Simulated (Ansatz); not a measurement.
# F on Ag(111): change of the work function, part 2 of 3

How does F on the fcc site change the work function of Ag(111) as the layer fills?

Ansatz 0.2.0; plane-wave DFT, PBE, Ansatz PAW.

So far, work function, upper face (eV): step 2 (the clean slab) 4.47.

## 3. The covered slab, k-mesh 6×6×1, coverage 0.25 ML

System of this step: Ag16F (F/Ag(111)). The cell holds 17 atoms: 16 Ag and 1 F. Its edges and angles: a = 5.784 Å, b = 5.784 Å, c = 26.403 Å, α = 90.0°, β = 90.0°, γ = 60.0°. Vacuum lies along c.

The clean slab as it ended is repeated in the plane and the adsorbate is set on one face; the cell's size fixes the coverage, and the k-mesh shrinks with it to keep the sampling density about even. Adsorbate and upper layers relax, since the dipole depends on the height.

The input, input.yaml:

```yaml
crystal:
  lattice:
    - [5.7841334702, 1.0e-10, 0.0]
    - [2.892066735, 5.0092065241, 0.0]
    - [0.0, 0.0, 26.4025630098]
  atoms:
    - { symbol: Ag, position: [0.0, 0.0, 0.3408759974] }
    - { symbol: Ag, position: [0.1666666667, 0.1666666667, 0.4303128676] }
    - { symbol: Ag, position: [0.3333333333, 0.3333333333, 0.5207844035] }
    - { symbol: Ag, position: [0.0, 0.0, 0.6121088037] }
    - { symbol: Ag, position: [0.0, 0.5, 0.3408759974] }
    - { symbol: Ag, position: [0.1666666667, 0.6666666667, 0.4303128676] }
    - { symbol: Ag, position: [0.3333333333, 0.8333333333, 0.5207844035] }
    - { symbol: Ag, position: [0.0, 0.5, 0.6121088037] }
    - { symbol: Ag, position: [0.5, 0.0, 0.3408759974] }
    - { symbol: Ag, position: [0.6666666667, 0.1666666667, 0.4303128676] }
    - { symbol: Ag, position: [0.8333333333, 0.3333333333, 0.5207844035] }
    - { symbol: Ag, position: [0.5, 0.0, 0.6121088037] }
    - { symbol: Ag, position: [0.5, 0.5, 0.3408759974] }
    - { symbol: Ag, position: [0.6666666667, 0.6666666667, 0.4303128676] }
    - { symbol: Ag, position: [0.8333333333, 0.8333333333, 0.5207844035] }
    - { symbol: Ag, position: [0.5, 0.5, 0.6121088037] }
    - { symbol: F, position: [0.1666666667, 0.1666666667, 0.6591240026] }
kpoints:
  mp_grid: { grid: [6, 6, 1] }
hamiltonian:
  xc: pbe
scf:
  occupations: { method: fermi_dirac, width: 0.1 }
  convergence: { dr2_threshold: 1.0e-08 }
efield:
  axis: 3
  dipole_correction: true
  ramp_position: 0.97
  ramp_width: 0.06
relax:
  f_tol: 0.02
  max_steps: 60
  constraints: [{ sites: [0, 1, 4, 5, 8, 9, 12, 13] }]
output:
  dos: { projected: true, e_range: [-8, 4] }
  write_potential: true
  write_density: true
  volumetric_format: npy
  elf: true
```

Command:

```
ansatz run input.yaml --threads 4 --pin off --max-ram 6144MiB --backend cpu --events-out ev --progress --plain --runs-dir out
```

Numbers of over 12 decimals in the logs are rounded to 6 here.

Log:

```text
[...]
Crystal: 17 atoms, lattice volume = 764.986 Å³
Basis set: ecut = 420 eV, 15005 PW (Γ), exchange–correlation on 80×80×360 points (8 copies of the dense FFT grid, shifted against one another)
Bands: 187, of which v1, the nominal top of the filled ones, is band 156 counted from 1 (155 counted from 0)
Symmetry: 6 space group operations
[...]
k-points: 7 of 36 (time reversal used)
[...]
SCF iter   1: F=—  HF=-122253.465511 eV  |F-HF|=—  |Δ(HF+E_count)|=         —  Δρ=1.36e-3  dr2=3.56e-2  ethr=1.77e-3  p=-0.059 e·Å  D=-1.39e-2 V/Å  ΔV_dip=0.37 eV  dr2_dipole=6.84e-4  V_vac-E_F(+/−)=4.81/4.44 eV  ⟨swp⟩=6.4  Hψ=5092  notcnv=0  defer=90
[...]
SCF iter   9: F=-122253.488554 eV  HF=-122253.488554 eV  |F-HF|=7.70e-9  |Δ(HF+E_count)|=   2.11e-8  Δρ=4.46e-7  dr2=2.02e-9  ethr=3.22e-12  p=-0.060 e·Å  D=-1.41e-2 V/Å  ΔV_dip=0.37 eV  dr2_dipole=3.33e-10  V_vac-E_F(+/−)=4.88/4.50 eV  ⟨swp⟩=16.3  Hψ=9741  notcnv=0
SCF 1 converged in 9 iterations: F = -122253.488554 eV  dr2 = 2.02e-9
[...]
relax step   1: F+E_penalty+E_count = -122253.48855374 eV  Δ(F+E_penalty+E_count) = +0.000e0 eV  max|allowed force component| = 3.551e0 eV/Å  Δτ_max = 0.0000 Å  (9 SCF iters, accepted)
[...]
SCF iter   9: F=-122253.994372 eV  HF=-122253.994371 eV  |F-HF|=1.62e-7  |Δ(HF+E_count)|=   8.99e-8  Δρ=6.64e-7  dr2=2.02e-9  ethr=3.22e-12  p=-0.123 e·Å  D=-2.91e-2 V/Å  ΔV_dip=0.77 eV  dr2_dipole=5.74e-12  V_vac-E_F(+/−)=5.28/4.51 eV  ⟨swp⟩=14.4  Hψ=8613  notcnv=0
SCF 2 converged in 9 iterations: F = -122253.994372 eV  dr2 = 2.02e-9
relax step   2: F+E_penalty+E_count = -122253.99437162 eV  Δ(F+E_penalty+E_count) = -5.058e-1 eV  max|allowed force component| = 1.143e0 eV/Å  Δτ_max = 0.1399 Å  (9 SCF iters, accepted)
SCF iter   1: F=—  HF=-122254.151053 eV  |F-HF|=—  |Δ(HF+E_count)|=         —  Δρ=2.52e-3  dr2=8.18e-2  ethr=2.56e-4  p=-0.123 e·Å  D=-2.91e-2 V/Å  ΔV_dip=0.77 eV  dr2_dipole=2.29e-2  V_vac-E_F(+/−)=5.29/4.52 eV  ⟨swp⟩=4.4  Hψ=3067  notcnv=0  defer=131
[...]
SCF iter   8: F=-122254.128364 eV  HF=-122254.128364 eV  |F-HF|=4.00e-8  |Δ(HF+E_count)|=   7.84e-9  Δρ=7.18e-7  dr2=3.28e-9  ethr=3.22e-12  p=-0.180 e·Å  D=-4.26e-2 V/Å  ΔV_dip=1.12 eV  dr2_dipole=8.09e-12  V_vac-E_F(+/−)=5.63/4.51 eV  ⟨swp⟩=13.3  Hψ=9514  notcnv=0
SCF 3 converged in 8 iterations: F = -122254.128364 eV  dr2 = 3.28e-9
relax step   3: F+E_penalty+E_count = -122254.12836362 eV  Δ(F+E_penalty+E_count) = -1.340e-1 eV  max|allowed force component| = 3.831e-1 eV/Å  Δτ_max = 0.1615 Å  (8 SCF iters, accepted)
[...]
relax step   4: F+E_penalty+E_count = -122254.15249407 eV  Δ(F+E_penalty+E_count) = -2.413e-2 eV  max|allowed force component| = 6.556e-2 eV/Å  Δτ_max = 0.0791 Å  (8 SCF iters, accepted)
SCF iter   1: F=—  HF=-122254.153168 eV  |F-HF|=—  |Δ(HF+E_count)|=         —  Δρ=2.45e-4  dr2=9.87e-4  ethr=2.75e-6  p=-0.218 e·Å  D=-5.15e-2 V/Å  ΔV_dip=1.36 eV  dr2_dipole=2.19e-4  V_vac-E_F(+/−)=5.86/4.50 eV  ⟨swp⟩=3.0  Hψ=2321  notcnv=0  defer=133
[...]
SCF iter   7: F=-122254.153258 eV  HF=-122254.153258 eV  |F-HF|=2.44e-8  |Δ(HF+E_count)|=   2.64e-8  Δρ=3.76e-7  dr2=1.16e-9  ethr=3.22e-12  p=-0.213 e·Å  D=-5.04e-2 V/Å  ΔV_dip=1.33 eV  dr2_dipole=4.67e-12  V_vac-E_F(+/−)=5.84/4.50 eV  ⟨swp⟩=12.0  Hψ=8991  notcnv=0
SCF 5 converged in 7 iterations: F = -122254.153258 eV  dr2 = 1.16e-9
relax step   5: F+E_penalty+E_count = -122254.15325817 eV  Δ(F+E_penalty+E_count) = -7.641e-4 eV  max|allowed force component| = 2.666e-3 eV/Å  Δτ_max = 0.0104 Å  (7 SCF iters, accepted)
NSCF: frozen V_eff on 7 k-points
[...]
WARN: The input density's exchange-correlation potential varies sharply where the density is thin. Do not read a vacuum level from v_tot or v_xc, or from such a field of the output density. On a cell that repeats whose density bears no net charge and no dipole along the vacuum's axis use v_es (v_loc + v_h of the components); under efield.dipole_correction with no amplitude use v_es + v_field, which holds any external [...]
SCF converged after 7 iterations
Free energy (F): -122254.153258 eV
[...]
Internal energy: -122253.993235 eV  (E = F + TS)
E sigma→0 (E₀):  -122254.073247 eV
Entropy (-TS):   -0.160023 eV (-9.413 meV/atom)
Fermi energy:    2.971537 eV
Dipole field:    D = -0.050440 V/Å  (p = -0.213240 e·Å, saw-weighted, corrected)
Work function:   Φ+ = 5.8364 eV   Φ− = 4.5046 eV
[...]
--- Forces (eV/Å), atoms counted from 1 ---
  atom   1  Ag     0.00161113     0.00093019    -0.15605130
  atom   2  Ag     0.00000000    -0.00000000     0.12331495
  atom   3  Ag    -0.00178278    -0.00102929    -0.00142021
  atom   4  Ag     0.00049436     0.00028542    -0.00157636
  atom   5  Ag     0.00000000    -0.00186038    -0.15605130
  atom   6  Ag    -0.04064631     0.02346716     0.16385030
  atom   7  Ag    -0.00000000     0.00205857    -0.00142021
  atom   8  Ag     0.00000000    -0.00057084    -0.00157636
  atom   9  Ag    -0.00161113     0.00093019    -0.15605130
  atom  10  Ag     0.00000000    -0.04693432     0.16385030
  atom  11  Ag     0.00178278    -0.00102929    -0.00142021
  atom  12  Ag    -0.00049436     0.00028542    -0.00157636
  atom  13  Ag     0.00000000    -0.00000000    -0.14204284
  atom  14  Ag     0.04064631     0.02346716     0.16385030
  atom  15  Ag    -0.00000000     0.00000000     0.00218903
  atom  16  Ag    -0.00000000     0.00000000    -0.00054712
  atom  17  F      0.00000000    -0.00000000     0.00266642
  max |Σ_I F_I| component: 1.23e-5 eV/Å
--- Band table (eV; the first three rows and the last of 7) ---
  k-point 0: bands = [... 152 lower, 3.1952, 3.1952, 3.2111, 3.5986, 3.9667, 3.9667, 4.0643, 4.4860, ... 27 higher]
  k-point 1: bands = [... 152 lower, 2.5049, 2.6914, 2.9737, 3.0108, 3.7027, 3.7212, 3.9796, 4.2607, ... 27 higher]
  k-point 2: bands = [... 152 lower, 1.4555, 2.7537, 2.7862, 2.9348, 3.2508, 3.6039, 3.7781, 4.8535, ... 27 higher]
  k-point 6: bands = [... 152 lower, 0.9686, 1.2946, 2.3313, 2.3894, 2.7786, 4.5103, 4.6086, 4.9292, ... 27 higher]
--- Relaxed structure (5 steps of the walk, 5 accepted, 0 SCFs on fresh bases) ---
  F+E_penalty+E_count = -122254.15325817 eV   max|allowed force component| = 2.666e-3 eV/Å
  atoms:
[...]
- { symbol: Ag, position: [0.166667, 0.166667, 0.4303128676] }
    - { symbol: Ag, position: [0.332531, 0.332531, 0.520641] }
    - { symbol: Ag, position: [-0.00362131, -0.00362131, 0.612476] }
    - { symbol: Ag, position: [0.0, 0.500000, 0.340876] }
    - { symbol: Ag, position: [0.166667, 0.666667, 0.4303128676] }
    - { symbol: Ag, position: [0.332531, 0.834938, 0.520641] }
    - { symbol: Ag, position: [-0.00362131, 0.507243, 0.612476] }
    - { symbol: Ag, position: [0.5, -1.795949010166454e-17, 0.340876] }
    - { symbol: Ag, position: [0.666667, 0.166667, 0.4303128676] }
    - { symbol: Ag, position: [0.834938, 0.332531, 0.520641] }
    - { symbol: Ag, position: [0.507243, -0.00362131, 0.612476] }
    - { symbol: Ag, position: [0.500000, 0.500000, 0.340876] }
    - { symbol: Ag, position: [0.666667, 0.666667, 0.4303128676] }
    - { symbol: Ag, position: [0.833333, 0.833333, 0.523042] }
    - { symbol: Ag, position: [0.500000, 0.500000, 0.608949] }
    - { symbol: F, position: [0.166667, 0.166667, 0.672576] }
```

It took 2.4 min on 4 threads of Arm Neoverse V1, shared host; peak memory 3.3 GiB; 9.6 min of CPU time.

This run has no spin polarisation although its electron count is odd.

Relaxation path:

```tsv
step	energy less that of the first step (eV)	largest force component (eV/Å)
1	0.0000	3.5510
2	-0.5058	1.1434
3	-0.6398	0.3831
4	-0.6639	0.0656
5	-0.6647	0.0027
```

Forces are held to the 6 operations that the run works with; a distortion that breaks them can't arise in this run.

The atoms that moved most (Å):

```tsv
atom	dx	dy	dz	length
F17	0.000	0.000	0.355	0.355
Ag16	0.000	0.000	-0.083	0.083
Ag15	0.000	0.000	0.060	0.060
Ag4	-0.031	-0.018	0.010	0.038
Ag12	0.031	-0.018	0.010	0.038
Ag8	0.000	0.036	0.010	0.038
Ag3	-0.007	-0.004	-0.004	0.009
Ag7	0.000	0.008	-0.004	0.009
```

The relaxed structure:

```cif
data_structure
_symmetry_space_group_name_H-M 'P 1'
_symmetry_Int_Tables_number 1
_cell_length_a 5.7841
_cell_length_b 5.7841
_cell_length_c 26.4026
_cell_angle_alpha 90.000
_cell_angle_beta 90.000
_cell_angle_gamma 60.000
_cell_volume 764.99
loop_
_atom_site_label
_atom_site_type_symbol
_atom_site_fract_x
_atom_site_fract_y
_atom_site_fract_z
_atom_site_occupancy
Ag1 Ag 0.00000 0.00000 0.34088 1
Ag2 Ag 0.16667 0.16667 0.43031 1
Ag3 Ag 0.33253 0.33253 0.52064 1
Ag4 Ag 0.99638 0.99638 0.61248 1
Ag5 Ag 0.00000 0.50000 0.34088 1
Ag6 Ag 0.16667 0.66667 0.43031 1
Ag7 Ag 0.33253 0.83494 0.52064 1
Ag8 Ag 0.99638 0.50724 0.61248 1
Ag9 Ag 0.50000 0.00000 0.34088 1
Ag10 Ag 0.66667 0.16667 0.43031 1
Ag11 Ag 0.83494 0.33253 0.52064 1
Ag12 Ag 0.50724 0.99638 0.61248 1
Ag13 Ag 0.50000 0.50000 0.34088 1
Ag14 Ag 0.66667 0.66667 0.43031 1
Ag15 Ag 0.83333 0.83333 0.52304 1
Ag16 Ag 0.50000 0.50000 0.60895 1
F17 F 0.16667 0.16667 0.67258 1
```

Numbers from this step:

```yaml
energy_at_zero_smearing: -122254.0732 eV
work_function_upper_face: 5.836 eV
work_function_lower_face: 4.505 eV
dipole_along_the_normal: -0.2132 e·Å
step_between_the_vacuum_levels: 1.332 eV
```

Running mean over 2.361 Å of the planar mean; the ramp of the sawtooth is left out. The electron's electrostatic potential energy less the Fermi level by z:

```tsv
z (Å)	electron's electrostatic potential energy less the Fermi level (eV)
3.5	4.50
4.0	4.50
4.5	4.50
5.0	4.50
5.5	4.48
6.0	4.43
6.5	4.25
7.0	3.54
7.5	1.27
8.0	-2.17
8.5	-4.86
9.0	-5.76
9.5	-5.92
10.0	-5.96
10.5	-5.99
11.0	-6.01
11.5	-5.97
12.0	-5.82
12.5	-5.71
13.0	-5.77
13.5	-5.92
14.0	-5.93
14.5	-5.81
15.0	-5.74
15.5	-5.76
16.0	-5.78
16.5	-5.47
17.0	-3.56
17.5	0.0161
18.0	3.05
18.5	4.45
19.0	5.26
19.5	5.74
20.0	5.82
20.5	5.83
21.0	5.84
21.5	5.84
22.0	5.84
22.5	5.84
23.0	5.84
```

The density of states has structure finer than the step of the table below, so its rows give means over 0.25 eV, whole bins alone (the curve runs from -8 to 1.98 eV). Peaks (eV: height): -4.570: 87.3, -4.450: 77.3, -3.610: 74.7, -3.370: 59.3, -3.220: 68.7, -3.070: 83.5, -2.860: 79.4.

Density of states against energy, zero at the Fermi level; means over each step:

```tsv
energy (eV)	density of states (states/eV a cell)
-7.50	0
-7.25	0.433
-7.00	1.15
-6.75	1.29
-6.50	1.53
-6.25	3.99
-6.00	23.9
-5.75	44.1
-5.50	42.5
-5.25	40.4
-5.00	33.8
-4.75	38.1
-4.50	62.8
-4.25	49.5
-4.00	44.0
-3.75	47.5
-3.50	52.9
-3.25	55.0
-3.00	68.1
-2.75	30.2
-2.50	10.4
-2.25	8.76
-2.00	5.04
-1.75	4.22
-1.50	4.23
-1.25	3.30
-1.00	2.50
-0.75	4.84
-0.50	4.82
-0.25	6.14
0.00	4.80
0.25	1.28
0.50	5.14
0.75	8.45
1.00	5.77
1.25	3.49
1.50	5.00
1.75	6.17
```

Projected DOS per atom over height of the atomic layer and energy from the Fermi level. Layers: Ag4 Ag4 Ag4 Ag4 F from below.

Ten even steps from '0' (0.00 states/eV) to '9' (4.02 states/eV), each cell a mean:
```
00000
00000
00000
00000
00000
00000
00000
00000
00001
00026
45562
98792
96782
96672
88875
55663
68751
26510
00000
00000
00000
00000
```
Columns: height of the atomic layer (Å) from 9 to 17.8 (not evenly spaced); rows upwards: energy from the Fermi level (eV) from -7.96 to 1.95.

ELF in the ca plane at fractional y = 0.167, with atoms of Ag and F within 0.2 Å of it. It is the smooth field of the valence electrons, not physical close to the nuclei.

Ten even steps from '0' (0.00) to '9' (0.80), each cell a mean:
```
43222222222234421123431112110000000000000000
43222222222234321223432100000000000000000000
32222344322223221222322100000000000000000000
22223577532222211222222100000000000000000000
22223799742222211222222100000000000000000000
22223688632222211222222100000000000000000000
22222455422222221222222100000000000000000000
33222222222233321223332100000000000000000000
43222222222234421223431101000000000000000000
33222222222233321123321244320000000000000000
22222455422222221112112799741000000000000000
22223688632222221111116989962000000000000000
22223799742222221111117978973100000000000000
22223577532222221111114999952000000000000000
32222344322223221122211477531000000000000000
```
Columns run along c (16.0 Å, from fractional 0.34 to 0.95 of the cell), rows up along a (5.8 Å). Atoms in or near the plane, at fractional coordinates: Ag at (0.43, 0.17), Ag at (0.43, 0.67), F at (0.67, 0.17).

Valence density in the ca plane at fractional y = 0.167, with atoms of Ag and F within 0.2 Å of it. It is the smooth field of the valence electrons, not physical close to the nuclei.

Ten steps, logarithmic in the rise over the least value, from '0' (0 e/Å³) to '9' (17 e/Å³), each cell a mean:
```
44211122111244421124432100000000000000000000
43211122111244421124432000000000000000000000
32212344321123321122321000000000000000000000
11113688631111111111111000000000000000000000
11124899842111110111110000000000000000000000
11114799741111111111110000000000000000000000
22112566521122211112221000000000000000000000
43211233211234321123431000000000000000000000
54211111111245421124432100000000000000000000
43211233211234321123331111000000000000000000
22112566521122211112222354200000000000000000
11114799741111110011113687410000000000000000
11124899842111110011113798510000000000000000
21113688631111111111112566310000000000000000
32212344321123221122322232100000000000000000
```
Columns run along c (16.0 Å, from fractional 0.34 to 0.95 of the cell), rows up along a (5.8 Å). Atoms in or near the plane, at fractional coordinates: Ag at (0.43, 0.17), Ag at (0.43, 0.67), F at (0.67, 0.17).

Electrostatic potential energy in the ca plane at fractional y = 0.167, with atoms of Ag and F within 0.2 Å of it. With pseudopotentials it is smooth inside the atoms' cores, unlike the true potential.

Values in eV, 8 rows by 16 columns, each cell a mean:
```
 -9   4   2   4  -8  -6   1 -11   4   8   9   9   8   8   8   8
  0   0 -17  -1   0   1   4  -2   5   8   8   8   8   8   8   8
  5  -7 -30 -11   5   5   6   4   6   8   8   8   8   8   8   8
  0   0 -19  -2   1   2   4  -1   5   8   8   8   8   8   8   8
 -9   4   2   4  -8  -6   1 -11   4   8   9   9   8   8   8   8
  0   0 -17  -1   0   1   4   0   0   3   9   9   8   8   8   8
  5  -7 -30 -10   5   5   6   5 -17 -14   9   9   8   8   8   8
  0  -1 -19  -2   1   2   4   0  -1   2   9   9   8   8   8   8
```
Columns run along c (16.0 Å, from fractional 0.34 to 0.95 of the cell; values clipped at the 3rd and 97th percentile), rows up along a (5.8 Å). Atoms in or near the plane, at fractional coordinates: Ag at (0.43, 0.17), Ag at (0.43, 0.67), F at (0.67, 0.17).

The relaxation took 5 steps and lowered the energy by 0.66 eV; the largest force on the free atoms ends at 0.0027 eV/Å.

By hand: a sheet of dipoles makes a step −p/(ε₀A) in the electron's potential. With e/ε₀ = 180.95 V·Å, p = -0.2132 e·Å and A = 28.97 Å², that is −180.95 × (-0.2132) / 28.97 = +1.332 eV, and the two vacuum levels of the run differ by +1.332 eV.

The covered face has 5.84 eV, +1.37 eV against the clean one; the bare back face has moved by +0.06 eV, a measure of how thin the slab is.

(Part 2 of 3 ends here.)

[Logs are printed without paths, hosts, clocks, repeated set-up lines and the standing remarks that a program may print on its own settings, such as how far it seeks lower states.]

[Hosts, paths, dates, database ids (printed as entryN), source tags and the programs' standing remarks are cut or masked in the printed files.]

[Maps of the electrostatic potential energy from Ansatz leave out the sawtooth potential of an applied field or a dipole correction, so their vacuum need not be flat; planar profiles and work functions include it.]

[The density of states shown here was stored with 400 of the rows of the run's finer table, so its peaks can read low, often by over a quarter, or be missed, and its means over a window can be off by a tenth or more.]
